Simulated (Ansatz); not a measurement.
## WSi2As4 monolayer in a perpendicular field

Aim: how the WSi2As4 monolayer screens a field along its normal, and what the field does to its bands. A positive field points along +c.

Calculated with Ansatz 0.2.0; plane-wave DFT, PBE-D3(BJ), Ansatz PAW (set soft_1); PAW set soft_1.

Report form: the programs' logs are mostly left out.

## (1) The starting structure

The cell holds 7 atoms: 4 As, 2 Si and 1 W. Cell: a = 3.630 Å, b = 3.630 Å, c = 49.355 Å, α = 90.0°, β = 90.0°, γ = 120.0°. Vacuum lies along c.

## (2) Relaxation

The starting cell is a guess, so the in-plane lattice and the atoms are relaxed first, with the slab cut off from its images along the normal.

input.yaml reads:

```yaml
crystal:
  lattice:
    - [3.63, 0.0, 0.0]
    - [-1.815, 3.1436722157, 0.0]
    - [0.0, 0.0, 49.355114908]
  atoms:
    - { symbol: As, position: [0.0, 0.0, 0.4072526229] }
    - { symbol: Si, position: [0.3333333333, 0.6666666667, 0.4226911672] }
    - { symbol: As, position: [0.3333333333, 0.6666666667, 0.4678739209] }
    - { symbol: W, position: [0.0, 0.0, 0.5] }
    - { symbol: As, position: [0.3333333333, 0.6666666667, 0.5321260791] }
    - { symbol: Si, position: [0.3333333333, 0.6666666667, 0.5773088328] }
    - { symbol: As, position: [0.0, 0.0, 0.5927473771] }
  periodic: [true, true, false]
kpoints:
  mp_grid: { grid: [12, 12, 1] }
hamiltonian:
  xc: pbe
  dispersion: d3bj
  pseudopotentials: { kind: paw, azcp: { folder: soft_1 } }
scf:
  occupations: { method: fermi_dirac, width: 0.05 }
  convergence: { dr2_threshold: 1.0e-09 }
relax:
  f_tol: 0.004
  max_steps: 90
  cell: {}
output:
  write_potential: true
  write_density: true
  volumetric_format: npy
```

Launch:

```
$ ansatz run input.yaml --threads 4 --pin off --max-ram 6144MiB --backend cpu --events-out ev --progress --plain --runs-dir out
```

Run time: 92 s. Hardware: 4 threads of Arm Neoverse V2, shared host; peak memory 1.2 GiB.

Relaxation path:

```csv
step,energy less that of the first step (eV),largest force component (eV/Å),volume (Å³)
1,0.0000,3.1066,563.22
2,-1.2764,1.5429,550.14
3,-1.5302,0.1446,541.58
4,-1.5324,0.0376,542.52
5,-1.5325,0.0041,542.70
6,-1.5325,0.0012,542.82
7*,-1.5317,0.0011,542.82
```

Relaxation steps marked * repeat the geometry before them on a plane-wave basis chosen anew for their cell, so energy and pressure can jump there.

Forces are held to the 12 operations that the run works with; a distortion that breaks them can't arise in this run.

```csv
cell as run,before,after,change
a (Å),3.630,3.564,-1.8 %
b (Å),3.630,3.564,-1.8 %
```

The atoms that moved most (Å, along periodic axes as changes of fractional coordinates times the final cell, across vacuum about the mean position):

```csv
atom,dx,dy,dz,length
As1,0.000,0.000,-0.396,0.396
As7,0.000,0.000,0.396,0.396
As5,0.000,0.000,-0.083,0.083
As3,0.000,0.000,0.083,0.083
Si2,0.000,0.000,-0.030,0.030
Si6,0.000,0.000,0.030,0.030
```

The lattice constant a goes from 3.630 to 3.564 Å.

## (3) Single point, field 0

A sawtooth potential applies the field, turning back in the middle of the vacuum. With the dipole correction the typed value is the field outside the slab. The induced dipole is small, so the SCF threshold is tight.

The cell differs from the one that the last finished run ended in (c 49.355 → 27.947 Å).

input.yaml reads:

```yaml
crystal:
  lattice:
    - [3.5636508627, 0.0, 0.0]
    - [-1.7818254314, 3.0862121773, 0.0]
    - [0.0, 0.0, 27.9467149639]
  atoms:
    - { symbol: As, position: [0.0, 0.0, 0.3220414282] }
    - { symbol: Si, position: [0.3333333333, 0.6666666667, 0.3623870301] }
    - { symbol: As, position: [0.3333333333, 0.6666666667, 0.4462376928] }
    - { symbol: W, position: [0.0, 0.0, 0.5] }
    - { symbol: As, position: [0.3333333333, 0.6666666667, 0.5537623072] }
    - { symbol: Si, position: [0.3333333333, 0.6666666667, 0.6376129699] }
    - { symbol: As, position: [0.0, 0.0, 0.6779585718] }
kpoints:
  mp_grid: { grid: [18, 18, 1] }
  band_path:
    path: [[0, 0, 0], [0.5, 0, 0], [0.33333333, 0.33333333, 0], [0, 0, 0]]
    npoints: 16
hamiltonian:
  xc: pbe
  dispersion: d3bj
  pseudopotentials: { kind: paw, azcp: { folder: soft_1 } }
scf:
  occupations: { method: fermi_dirac, width: 0.02585 }
  convergence: { dr2_threshold: 1.0e-10 }
efield:
  axis: 3
  dipole_correction: true
  ramp_position: 0.97
  ramp_width: 0.06
  amplitude: 0
output:
  dos: { projected: true, e_range: [-6, 5] }
  write_potential: true
  write_density: true
  volumetric_format: npy
  elf: true
```

Wall time 26 s (4 threads); peak memory 1 GiB; 1.7 min of CPU time.

Numbers from this step:

```yaml
dipole_along_the_normal: -2.95e-6 e·Å
gap_along_the_path: 0.7908 eV
smallest_direct_gap_along_the_path: 0.7908 eV
ionisation_energy_upper_face: 4.786 eV
electron_affinity_upper_face: 3.995 eV
gap_the_smaller_of_path_and_mesh: 0.7908 eV
```

Running mean over a fixed 2.8 Å (it still follows the layers) of the planar mean; the ramp of the sawtooth is left out. Electron's electrostatic potential energy less the Fermi level against z:

z (Å), electron's electrostatic potential energy less the Fermi level (eV) and a bar from the least value:
```
      3.5       4.40 ##############################
      4.0       4.40 ##############################
      4.5       4.40 ##############################
      5.0       4.40 ##############################
      5.5       4.39 ##############################
      6.0       4.34 ##############################
      6.5       4.15 #############################
      7.0       3.40 ############################
      7.5       2.12 ########################
      8.0       0.60 #####################
      8.5      -1.79 ###############
      9.0      -3.91 #########
      9.5      -5.15 ######
     10.0      -4.75 #######
     10.5      -4.32 ########
     11.0      -3.52 ##########
     11.5      -2.34 #############
     12.0      -2.35 #############
     12.5      -3.91 #########
     13.0      -6.11 ####
     13.5      -7.25 #
     14.0      -7.60 
     14.5      -7.17 #
     15.0      -5.92 ####
     15.5      -3.68 ##########
     16.0      -2.27 #############
     16.5      -2.43 #############
     17.0      -3.68 ##########
     17.5      -4.34 ########
     18.0      -4.82 #######
     18.5      -5.11 ######
     19.0      -3.70 ##########
     19.5      -1.54 ###############
     20.0       0.80 #####################
     20.5       2.26 #########################
     21.0       3.52 ############################
     21.5       4.19 #############################
     22.0       4.35 ##############################
     22.5       4.39 ##############################
     23.0       4.40 ##############################
     23.5       4.40 ##############################
     24.0       4.40 ##############################
     24.5       4.40 ##############################
```

The density of states has structure finer than the step of the table below, so its rows give means over 0.25 eV, whole bins alone (the curve runs from -6 to 2.38 eV). Peaks (eV: height): -4.870: 12.0, -2.770: 8.25, -2.550: 10.1, -2.310: 11.4, -2.110: 8.34, -2.000: 9.31, 1.330: 8.90.

Table of density of states by energy, zero at the Fermi level of the run, which the smearing sets inside the gap; means over each step:

energy (eV), density of states (states/eV a cell) and a bar:
```
    -5.75        1.4 ######
    -5.50        3.8 ###############
    -5.25        4.4 #################
    -5.00        3.5 ##############
    -4.75        4.7 ###################
    -4.50        2.9 ############
    -4.25        2.9 ###########
    -4.00        3.6 ##############
    -3.75        3.7 ###############
    -3.50        3.3 #############
    -3.25        5.1 ####################
    -3.00        5.5 ######################
    -2.75        6.7 ###########################
    -2.50        5.4 #####################
    -2.25        7.6 ##############################
    -2.00        6.6 ##########################
    -1.75        5.1 ####################
    -1.50        2.7 ###########
    -1.25        3.5 ##############
    -1.00        3.6 ##############
    -0.75        1.9 #######
    -0.50        0.5 ##
    -0.25        0.0 
     0.00        0.0 
     0.25        0.0 
     0.50        1.0 ####
     0.75        1.6 ######
     1.00        2.9 ############
     1.25        5.7 ######################
     1.50        5.5 ######################
     1.75        5.2 #####################
     2.00        5.4 #####################
     2.25        5.8 #######################
```

Projected DOS per atom over height of the atomic layer and energy from the Fermi level. Layers: As Si As W As Si As from below.

Ten even steps from '0' (0.00 states/eV) to '9' (2.51 states/eV), each cell a mean:
```
2324232
2216122
2219122
1105011
0002000
0000000
0000000
0001000
0006000
1016101
2023202
4146414
4135314
4234324
3222223
1122211
2112112
1112111
1122211
1122211
1232321
0011100
```
Columns: height of the atomic layer (Å) from 9 to 18.9 (not evenly spaced); rows upwards: energy from the Fermi level (eV) from -5.96 to 2.32.

The electronic bands at the labelled points (eV, zero at the Fermi level of the run, which the smearing sets inside the gap):

```csv
point,band 38,band 39,band 40,band 41,band 42,band 43,band 44,band 45
Γ,-0.95,-0.88,-0.88,-0.66,2.37,2.40,2.41,2.41
halfway,-1.92,-1.89,-1.84,-1.14,1.23,1.44,1.88,2.18
M,-2.57,-2.38,-1.69,-1.02,1.09,1.12,1.24,1.39
halfway,-2.70,-2.33,-1.82,-0.86,0.70,1.08,1.59,2.19
K,-3.24,-2.24,-1.48,-0.39,0.40,0.78,1.17,1.87
halfway,-2.24,-2.10,-1.75,-1.16,1.39,1.61,1.93,2.63
Γ,-0.95,-0.88,-0.88,-0.66,2.37,2.40,2.41,2.41
```

ELF in the ca plane at fractional y = 0.667, with atoms of Si and As within 0.2 Å of it. It is the smooth field of the valence electrons, not physical close to the nuclei.

Values, 5 rows by 16 columns, each cell a mean:
```
0.00 0.09 0.53 0.64 0.55 0.25 0.11 0.31 0.19 0.20 0.30 0.09 0.34 0.56 0.66 0.43
0.00 0.05 0.35 0.57 0.68 0.44 0.33 0.56 0.28 0.35 0.54 0.30 0.52 0.66 0.55 0.28
0.00 0.01 0.05 0.25 0.56 0.59 0.67 0.40 0.41 0.47 0.39 0.73 0.54 0.55 0.18 0.03
0.00 0.00 0.02 0.18 0.42 0.60 0.68 0.22 0.38 0.42 0.21 0.78 0.51 0.41 0.12 0.02
0.00 0.02 0.20 0.45 0.72 0.56 0.52 0.63 0.38 0.46 0.61 0.51 0.60 0.69 0.40 0.15
```
Columns run along c (16.0 Å, from fractional 0.19 to 0.76 of the cell), rows up along a (3.6 Å). Atoms in or near the plane, at fractional coordinates: Si at (0.36, 0.33), As at (0.45, 0.33), As at (0.55, 0.33), Si at (0.64, 0.33).

Electrostatic potential energy in the ca plane at fractional y = 0.667, with atoms of Si and As within 0.2 Å of it. With pseudopotentials it is smooth inside the atoms' cores, unlike the true potential.

Ten even steps from '0' (-23 eV) to '9' (7 eV), each cell a mean:
```
99999999999999999998667888999998865568899999
99999999999999999997657889999998764468999999
99999999999999999998777788899888776678888998
99999999999999999999876435787433577775335787
99999999999999999999872000474376268852663463
99999999999999999999860140162799448735996351
99999999999999999999860010263699358744995361
99999999999999999999874102675233378863333675
99999999999999999998877667888766777777667888
```
Columns run along c (16.0 Å, from fractional 0.06 to 0.63 of the cell; values clipped at the 3rd and 97th percentile), rows up along a (3.6 Å). Atoms in or near the plane, at fractional coordinates: Si at (0.36, 0.33), As at (0.45, 0.33), As at (0.55, 0.33).

Valence density in the ca plane at fractional y = 0.667, with atoms of Si and As within 0.2 Å of it. It is the smooth field of the valence electrons, not physical close to the nuclei.

Ten steps, logarithmic in the rise over the least value, from '0' (0 e/Å³) to '9' (35 e/Å³), each cell a mean:
```
00000000011111000000011111110000000111110000
00000000011110000000001111100000000111110000
00000000011111000000111111111000000111110000
00000000001111110111221111122111011111100000
00000000000111111125642111246521111111000000
00000000000110012248972111279842210011000000
00000000000111111237862111268732111111000000
00000000001111111112321111123211111111100000
00000000001111100001111111111100001111100000
```
Columns run along c (16.0 Å, from fractional 0.19 to 0.76 of the cell), rows up along a (3.6 Å). Atoms in or near the plane, at fractional coordinates: Si at (0.36, 0.33), As at (0.45, 0.33), As at (0.55, 0.33), Si at (0.64, 0.33).

The gap is 0.79 eV, with the valence edge 4.79 eV and the conduction edge 3.99 eV under the upper vacuum level. Spin-orbit coupling, left out in this run, matters for the bands of elements this heavy.

## (4) Single point, field 0.1 V/Å

input.yaml, as its differences from that of step 3:

```diff
@@ -28,7 +28,6 @@
   dipole_correction: true
-  ramp_position: 0.97
-  ramp_width: 0.06
-  amplitude: 0
+  ramp_position: 0.9603
+  ramp_width: 0.0794
+  amplitude: 0.1
 output:
-  dos: { projected: true, e_range: [-6, 5] }
   write_potential: true
@@ -36,2 +35 @@
   volumetric_format: npy
-  elf: true
```

Wall time 27 s (4 threads); peak memory 0.97 GiB.

The dipole is 0.0727 e·Å, and the gap 0.791 eV.

## (5) Atoms held, field -0.1 V/Å

input.yaml, as its differences from that of step 4:

```diff
@@ -30,3 +30,3 @@
   ramp_width: 0.0794
-  amplitude: 0.1
+  amplitude: -0.1
 output:
```

Run time: 27 s. Hardware: 4 threads; peak memory 0.97 GiB.

The dipole is -0.0727 e·Å, and the gap 0.791 eV.

## (6) Response, atoms held

This step: plane-wave DFT, PBE-D3(BJ), Ansatz PAW (set soft_1); response to a field along the normal, atoms held; PAW set soft_1 (Ansatz 0.2.0).

The dipoles give the slope, and the difference of two potentials shows where the field is screened.

Numbers from this step:

- equivalent conductor thickness p/(ε₀AE): 11.96 Å
- distance between the outer atoms: 9.947 Å

Dipole of the cell against applied field:

```csv
applied field (V/Å),dipole of the cell (e·Å)
-0.1000,-0.0727
0.0000,-2.9e-6
0.1000,0.0727
```

Local field over the applied field, running mean. From the potentials at -0.1 and 0.1 V/Å; running mean over 2.5 Å. Local field over applied field against z:

```csv
z (Å),local field over applied field
5,0.993
6,0.952
7,0.761
8,0.414
9,0.110
10,0.0543
11,0.0802
12,0.0677
13,0.0445
14,0.0326
15,0.0453
16,0.0699
17,0.0783
18,0.0539
19,0.121
20,0.433
21,0.777
22,0.957
23,0.994
```

Electrons, planar mean, per unit field. Induced electron density against z:

z (Å), induced electron density (e/Å³ per V/Å) and a bar from the least value:
```
      4.5    0.00001 ###############
      5.0    0.00003 ###############
      5.5    0.00008 ###############
      6.0    0.00023 ################
      6.5    0.00060 ##################
      7.0    0.00142 #####################
      7.5    0.00282 ###########################
      8.0    0.00353 ##############################
      8.5    0.00148 #####################
      9.0    0.00066 ##################
      9.5    0.00063 ##################
     10.0   -0.00109 ##########
     10.5   -0.00088 ###########
     11.0    0.00047 #################
     11.5    0.00014 ################
     12.0    0.00021 ################
     12.5    0.00054 #################
     13.0   -0.00017 ##############
     13.5   -0.00021 ##############
     14.0    0.00003 ###############
     14.5    0.00024 ################
     15.0    0.00010 ###############
     15.5   -0.00063 ############
     16.0   -0.00008 ###############
     16.5   -0.00021 ##############
     17.0   -0.00043 #############
     17.5    0.00104 ###################
     18.0    0.00089 ###################
     18.5   -0.00069 ############
     19.0   -0.00069 ############
     19.5   -0.00171 ########
     20.0   -0.00354 
     20.5   -0.00266 ####
     21.0   -0.00131 #########
     21.5   -0.00054 #############
     22.0   -0.00021 ##############
     22.5   -0.00008 ###############
     23.0   -0.00003 ###############
     23.5   -0.00001 ###############
```

The smaller of the gaps on the path and on the k-mesh, counted as 0 under 0.03 eV. The gap stays at 0.791 eV for applied field from -0.1 to 0.1 V/Å.

By hand: between -0.1 and 0.1 V/Å the dipole changes by 0.1454 e·Å, a slope of 0.7272 e·Å²/V. A perfect conductor of thickness t has p = ε₀AEt, so t = 180.95 × 0.7272 / 10.998 = 11.96 Å (e/ε₀ = 180.95 V·Å, A in Å²).

The induced dipole is that of a conductor 11.96 Å thick.

## (7) Summary of results

```
gap without field                          : 0.791 eV
ionisation energy, upper face              : 4.79 eV
electron affinity, upper face              : 3.99 eV
equivalent conductor thickness, atoms held : 12.0 Å
```

The induced dipole equals that of a perfect conductor 11.96 Å thick, while the outer atoms lie 9.95 Å apart; an out-of-plane ε follows only once a thickness t is chosen, by 1 − 1/ε = 11.96 Å / t. The gap stays within 0.01 eV of 0.79 eV over the fields run, up to 0.1 V/Å in size. Semilocal functionals give gaps that are too small, and excitons are not included. Spin-orbit coupling is left out, which matters for the bands of elements this heavy. The outer anions sit over the metal atoms, one of several polytypes of such layers and not the lowest for every compound.

[Logs are printed without paths, hosts, clocks, repeated set-up lines and the standing remarks that a program may print on its own settings, such as how far it seeks lower states.]

[Hosts, paths, dates, database ids (printed as entryN), source tags and the programs' standing remarks are cut or masked in the printed files.]

[Maps of the electrostatic potential energy from Ansatz leave out the sawtooth potential of an applied field or a dipole correction, so their vacuum need not be flat; planar profiles and work functions include it.]

[The density of states shown here was stored with 400 of the rows of the run's finer table, so its peaks can read low, often by over a quarter, or be missed, and its means over a window can be off by a tenth or more.]
